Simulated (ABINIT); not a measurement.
An input for ABINIT 10.8.3 (CsPbCl3 (Pm-3m)):

```
acell 3*1.0 Angstrom
rprim 
  5.605000000000 0.000000000000 0.000000000000
  0.000000000000 5.605000000000 0.000000000000
  0.000000000000 0.000000000000 5.605000000000
ntypat 3
znucl 55 82 17
natom 5
typat 1 2 3 3 3
xred 
  0.000000000000 0.000000000000 0.000000000000
  0.500000000000 0.500000000000 0.500000000000
  0.500000000000 0.500000000000 0.000000000000
  0.000000000000 0.500000000000 0.500000000000
  0.500000000000 0.000000000000 0.500000000000
pp_dirpath "pseudos"
pseudos "Cs.upf, Pb.upf, Cl.upf"
ecut 32
ngkpt 4 4 4
nshiftk 1
shiftk 0 0 0
kptopt 1
chksymbreak 0
nband 32
occopt 1
tolvrs 1e-08
nstep 60
prtwf 0
indata_prefix "in"
outdata_prefix "out"
tmpdata_prefix "tmp"
```

```sh
OMP_NUM_THREADS=1 mpirun -n 4 abinit run.abi > log
```

**Question.** How long will it take on 4 MPI ranks of Arm Neoverse V2, shared host, and how much memory?

It took 43 s; on shared hardware allow 22 s to 86 s. Peak host memory was 0.46 GiB.

[Paths, hosts, dates, memory and timing lines, banners, echoed tables and standing remarks are left out of the program output.]

[Logs are printed without paths, hosts, clocks, repeated set-up lines and the standing remarks that a program may print on its own settings, such as how far it seeks lower states.]

[Runs of the session that timed out or met a known fault of the program may be left out.]

[Hosts, paths, dates, database ids (printed as entryN), source tags and the programs' standing remarks are cut or masked in the printed files.]

[G0W0 gaps are taken among the corrected bands and points alone; a level outside them can change the order at an edge.]

[Where Ansatz stands beside ABINIT at settings called matched, ABINIT's density can come from a denser mesh and the files from another edition; pairs whose starting gaps differed by over 0.03 eV were left out, so agreement reads better than it is.]
